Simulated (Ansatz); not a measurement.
# ScSn2Pt2, from a guessed structure to a relaxed one, part 2 of 2

Starting from a made-up structure for ScSn2Pt2, the aim is the relaxed cell, its shortest contacts and, where a second run follows, its electronic structure.

Ansatz 0.2.0; DFT, r2SCAN, plane-wave PAW, files of the set soft_1, scalar-relativistic, no spin, cell and ions relaxed at zero pressure; PAW set soft_1 (the session's first sound run).

So far: The starting structure; Relaxing cell and atoms. The relaxed cell has a = 4.484, c = 10.712 Å (conventional setting).

## Step 3: Electronic structure of the relaxed cell

A second self-consistent run takes a narrower smearing and the mesh shown in its input; the bands follow along the standard path of the relaxed lattice.

This step: DFT, r2SCAN, plane-wave PAW, files of the set soft_1, scalar-relativistic, no spin, bands and density of states at the relaxed cell; PAW set soft_1 (Ansatz 0.2.0).

Input file input.yaml:

```yaml
crystal:
  lattice:
    - [-2.2418006649, 2.2418006649, 5.3561763158]
    - [2.2418006649, -2.2418006649, 5.3561763158]
    - [2.2418006649, 2.2418006649, -5.3561763158]
  atoms:
    - { symbol: Pt, position: [0.75, 0.25, 0.5] }
    - { symbol: Pt, position: [0.25, 0.75, 0.5] }
    - { symbol: Sn, position: [0.3742935768, 0.3742935768, 0.0] }
    - { symbol: Sn, position: [0.6257064232, 0.6257064232, 0.0] }
    - { symbol: Sc, position: [0.0, 0.0, 0.0] }
kpoints:
  mp_grid: { grid: [10, 10, 10] }
  band_path:
    path:
      - [[0.0, 0.0, 0.0], [0.5, -0.5, 0.0], [0.5, -0.5, 0.08758995], [0.29379497, -0.29379497, 0.29379497], [0.0, 0.0, 0.0], [0.5, 0.5, -0.5], [0.70620503, 0.29379497, -0.29379497], [0.5, 0.0, 0.0], [0.75, -0.25, -0.25], [0.91241005, 0.08758995, -0.5], [0.5, 0.5, -0.5]]
      - [[0.5, -0.5, 0.0], [0.75, -0.25, -0.25]]
    npoints: 7
scf:
  occupations: { method: fermi_dirac, width: 0.03 }
  n_extra_bands: 9
hamiltonian:
  xc: r2scan
  pseudopotentials: { kind: paw, azcp: { folder: soft_1 } }
output:
  forces: true
  stress: true
  write_bands: true
  dos: { projected: true }
  write_density: true
  write_potential: true
  elf: true
  volumetric_format: npy
```

Started as:

```bash
ansatz run input.yaml --threads 4 --pin off --max-ram 8192MiB --backend cpu --events-out ev --progress --plain --runs-dir out
```

Numbers of over 12 decimals in the logs are rounded to 6 here.

What it wrote:

```text
[...]
Crystal: 5 atoms, lattice volume = 107.674 Å³
Basis set: ecut = 500 eV, 2759 PW (Γ), exchange–correlation on 192×192×192 points (64 copies of the dense FFT grid, shifted against one another)
Bands: 47, of which v1, the nominal top of the filled ones, is band 38 counted from 1 (37 counted from 0)
Symmetry: 16 space group operations
[...]
k-points: 102 of 1000
[...]
SCF iter   1: F=—  HF=-39301.218708 eV  |F-HF|=—  |Δ(HF+E_count)|=         —  Δρ=1.66e-1  dr2=7.00e1  dr2_τ=2.47e0  ethr=3.10e-3  ⟨swp⟩=6.2  Hψ=17986  notcnv=0
[...]
SCF iter  12: F=-39296.748011 eV  HF=-39296.748011 eV  |F-HF|=6.47e-9  |Δ(HF+E_count)|=   2.13e-8  Δρ=4.31e-6  dr2=3.45e-8  dr2_τ=3.30e-9  ethr=1.33e-10  ⟨swp⟩=15.9  Hψ=31422  notcnv=0
SCF 1 converged in 12 iterations: F = -39296.748011 eV  dr2 = 3.45e-8
[...]
NSCF: frozen V_eff on 79 k-points
SCF converged after 12 iterations
Free energy (F): -39296.748011 eV
[...]
Internal energy: -39296.739796 eV  (E = F + TS)
E sigma→0 (E₀):  -39296.743904 eV
Entropy (-TS):   -0.008215 eV (-1.643 meV/atom)
Fermi energy:    14.217439 eV
[...]
--- Forces (eV/Å), atoms counted from 1 ---
  atom   1  Pt    -0.00000000     0.00000000     0.00000000
  atom   2  Pt     0.00000000    -0.00000000     0.00000000
  atom   3  Sn     0.00000000     0.00000000     0.00673042
  atom   4  Sn    -0.00000000     0.00000000    -0.00673042
  atom   5  Sc     0.00000000     0.00000000    -0.00000000
  max |Σ_I F_I| component: 6.94e-18 eV/Å
--- Stress (GPa, compression-positive) ---
       -0.062006      -0.000000      -0.000000
       -0.000000      -0.062006      -0.000000
        0.000000       0.000000       0.026046
  P = ⅓ Tr σ = -0.0327 GPa (-0.327 kbar)
--- Band table (eV; the first three rows and the last of 102) ---
  k-point 0: bands = [... 34 lower, 12.9701, 13.0189, 13.0189, 14.0345, 15.2530, 15.9648, 16.2737, 16.2737, ... 5 higher]
  k-point 1: bands = [... 34 lower, 12.0084, 12.9484, 13.4510, 13.8621, 14.8099, 15.6608, 16.1581, 16.3122, ... 5 higher]
  k-point 2: bands = [... 34 lower, 12.0586, 12.6964, 13.4802, 13.5207, 14.2792, 15.6776, 15.9904, 16.1421, ... 5 higher]
  k-point 101: bands = [... 34 lower, 12.7905, 12.9700, 14.5375, 14.5994, 15.1925, 15.5602, 15.5602, 16.3782, ... 5 higher]
```

It took 13 s on 4 threads of Intel Xeon Platinum 8559C (Emerald Rapids), shared host; peak memory 1.3 GiB; 50 s of CPU time.

The column dr2 measures how far the density is from self-consistency, as an energy; F and HF (Harris–Foulkes) agree once it is small.

Numbers from this step:

* free energy: -39296.7480 eV
* energy at zero smearing: -39296.7439 eV
* smearing term TS: 0.008215 eV
* pressure: -0.03266 GPa

bands.tsv at the labelled points (eV, zero at the Fermi level; the bands that come nearest the Fermi level along the path):

```tsv
point	band 35	band 36	band 37	band 38	band 39	band 40	band 41	band 42
Γ	-1.25	-1.20	-1.20	-0.18	1.04	1.75	2.06	2.06
X	-2.55	-2.28	-1.21	-0.94	-0.77	1.47	1.59	1.84
Y	-2.60	-1.61	-0.93	-0.82	-0.50	1.47	1.55	1.93
S	-2.98	-0.20	-0.15	0.12	1.16	1.25	1.38	1.87
Γ	-1.25	-1.20	-1.20	-0.18	1.04	1.75	2.06	2.06
Z	-1.43	-1.25	0.32	0.38	0.98	1.34	1.34	2.16
S1	-2.98	-0.20	-0.15	0.12	1.16	1.25	1.38	1.87
N	-2.66	-1.56	-0.20	0.94	1.18	1.45	1.67	1.86
P	-2.55	-1.81	-1.81	-0.80	-0.80	1.42	1.59	1.85
Y1	-2.60	-1.61	-0.93	-0.82	-0.50	1.47	1.55	1.93
Z	-1.43	-1.25	0.32	0.38	0.98	1.34	1.34	2.16
X	-2.55	-2.28	-1.21	-0.94	-0.77	1.47	1.59	1.84
P	-2.55	-1.81	-1.81	-0.80	-0.80	1.42	1.59	1.85
```

Counts of states for the cell as run, both spins, by energy window (eV from the Fermi level):

```
from  to  total
  -8  -7   0.60
  -7  -6   0.67
  -6  -5   3.06
  -5  -4   5.62
  -4  -3   7.49
  -3  -2   4.93
  -2  -1   2.03
  -1   0   3.21
   0   1   2.69
   1   2   6.06
   2   3   3.38
```

A further 47.4 states lie below the table's range.

Valence density in the ac plane of the conventional cell at fractional y = 0.000, with atoms of Pt and Sn and Sc within 0.2 Å of it. It is the smooth field of the valence electrons, not physical close to the nuclei.

Ten even steps from '_' (0 e/Å³) to '@' (11 e/Å³), each cell a mean:
```
**--..__________________::++
..________________________..
____________________________
____________________________
__________::====--..________
________..==%%@@##::________
________..==##%%++::________
--::______..::::..______..--
@@**..__________________--%%
##==..__________________::**
....______________________..
____________________________
____________________________
--::____________________..--
@@**..__________________--%%
%%==..__________________::**
....______::====--..______..
________..==%%@@##::________
__________--##%%++::________
__________..::::..__________
____________________________
____________________________
::..______________________::
##==..__________________::**
```
Columns run along a (4.5 Å), rows up along c (10.7 Å), edges of the conventional cell, whose origin can differ from the input's. Atoms in or near the plane, at fractional coordinates: Pt at (0.50, 0.75), Pt at (0.50, 0.25), Sn at (0.00, 0.37), Sn at (0.00, 0.63), Sc at (0.00, 0.00).

ELF in the ac plane of the conventional cell at fractional y = 0.000, with atoms of Pt and Sn and Sc within 0.2 Å of it. It is the smooth field of the valence electrons, not physical close to the nuclei.

Ten even steps from '0' (0.00) to '9' (0.66), each cell a mean:
```
59810122210497
76312344431157
11134544454211
01344555544421
12344688754321
23446888874433
33455788875443
12355577655431
00245544455310
01345544455420
23455433355543
66664322245666
55665322245655
12455444455432
00245544455310
00345555555410
23455678765432
33446888875443
22345788864332
12344577654321
01245444455310
32124444443112
88511233321278
38920111100595
```
Columns run along a (4.5 Å), rows up along c (10.7 Å), edges of the conventional cell, whose origin can differ from the input's. Atoms in or near the plane, at fractional coordinates: Pt at (0.50, 0.75), Pt at (0.50, 0.25), Sn at (0.00, 0.37), Sn at (0.00, 0.63), Sc at (0.00, 0.00).

Electrostatic potential energy in the ac plane of the conventional cell at fractional y = 0.000, with atoms of Pt and Sn and Sc within 0.2 Å of it. With pseudopotentials it is smooth inside the atoms' cores, unlike the true potential.

Ten even steps from '_' (-51 eV) to '@' (18 eV), each cell a mean:
```
..::++%%@@@@@@@@@@@@%%##==..
++**##@@@@@@@@@@@@@@@@%%##++
%%%%@@@@@@@@@@@@@@@@@@@@@@%%
@@@@@@@@@@%%%%##%%@@@@@@@@@@
@@@@@@@@%%==::..--**@@@@@@@@
@@@@@@@@**..______--%%@@@@@@
####%%%%**..______==%%%%%%##
**++**%%%%**==--++##%%##++**
@@%%++##@@@@@@@@@@@@%%****@@
@@##++%%@@@@@@@@@@@@%%**++%%
++++##@@@@@@@@@@@@@@@@%%**++
%%%%@@@@@@@@@@@@@@@@@@@@%%%%
####%%@@@@@@@@@@@@@@@@@@%%##
**++**%%@@@@@@@@@@@@@@##++**
@@%%++##@@@@@@@@@@@@%%****@@
@@##++##@@%%####%%@@%%**++%%
++++##%%##==::..--**%%%%**++
%%%%@@%%**..______--%%@@@@%%
@@@@@@@@**..______==%%@@@@@@
@@@@@@@@%%**==--++##@@@@@@@@
@@@@@@@@@@@@@@@@@@@@@@@@@@@@
##%%%%@@@@@@@@@@@@@@@@@@%%##
--==##%%@@@@@@@@@@@@@@%%**--
__..++%%@@@@@@@@@@@@%%**--__
```
Columns run along a (4.5 Å; values clipped at the 3rd and 97th percentile), rows up along c (10.7 Å), edges of the conventional cell, whose origin can differ from the input's. Atoms in or near the plane, at fractional coordinates: Pt at (0.50, 0.75), Pt at (0.50, 0.25), Sn at (0.00, 0.37), Sn at (0.00, 0.63), Sc at (0.00, 0.00).

## Step 4: Results

| Quantity | Value |
| --- | --- |
| space group, relaxed | I4/mmm |
| conventional cell | a = 4.484, b = 4.484, c = 10.712 Å; α = 90.0°, β = 90.0°, γ = 90.0° |
| volume per atom | 21.53 Å³ (guess 18.09) |

In words: ScSn2Pt2 relaxes to I4/mmm with a = 4.484, b = 4.484 and c = 10.712 Å. The guessed volume was 16 % too small. The space group I4/mmm was held in the relaxation, so the end point is a stationary structure within it and may be a saddle against distortions or other arrangements. Bands cross the Fermi level, so it is a metal or semimetal at this level. The electron count is odd, which forces that without spin polarisation or a larger cell. On the 10×10×10 mesh with the narrower smearing (relaxed on 9×9×9) the largest force component is 0.007 eV/Å and the largest stress component is 0.062 GPa, against the relaxation's thresholds of 0.015 eV/Å and 0.05 GPa. The cutoff wasn't tested. Spin-orbit coupling is left out, which can matter for elements this heavy. No dispersion term is used, so weakly bound directions may come out too long. The runs have no spin, and magnetism wasn't tested. Nothing here tests whether the compound is stable against decomposition.

[Logs are printed without paths, hosts, clocks, repeated set-up lines and the standing remarks that a program may print on its own settings, such as how far it seeks lower states.]

[Hosts, paths, dates, database ids (printed as entryN), source tags and the programs' standing remarks are cut or masked in the printed files.]
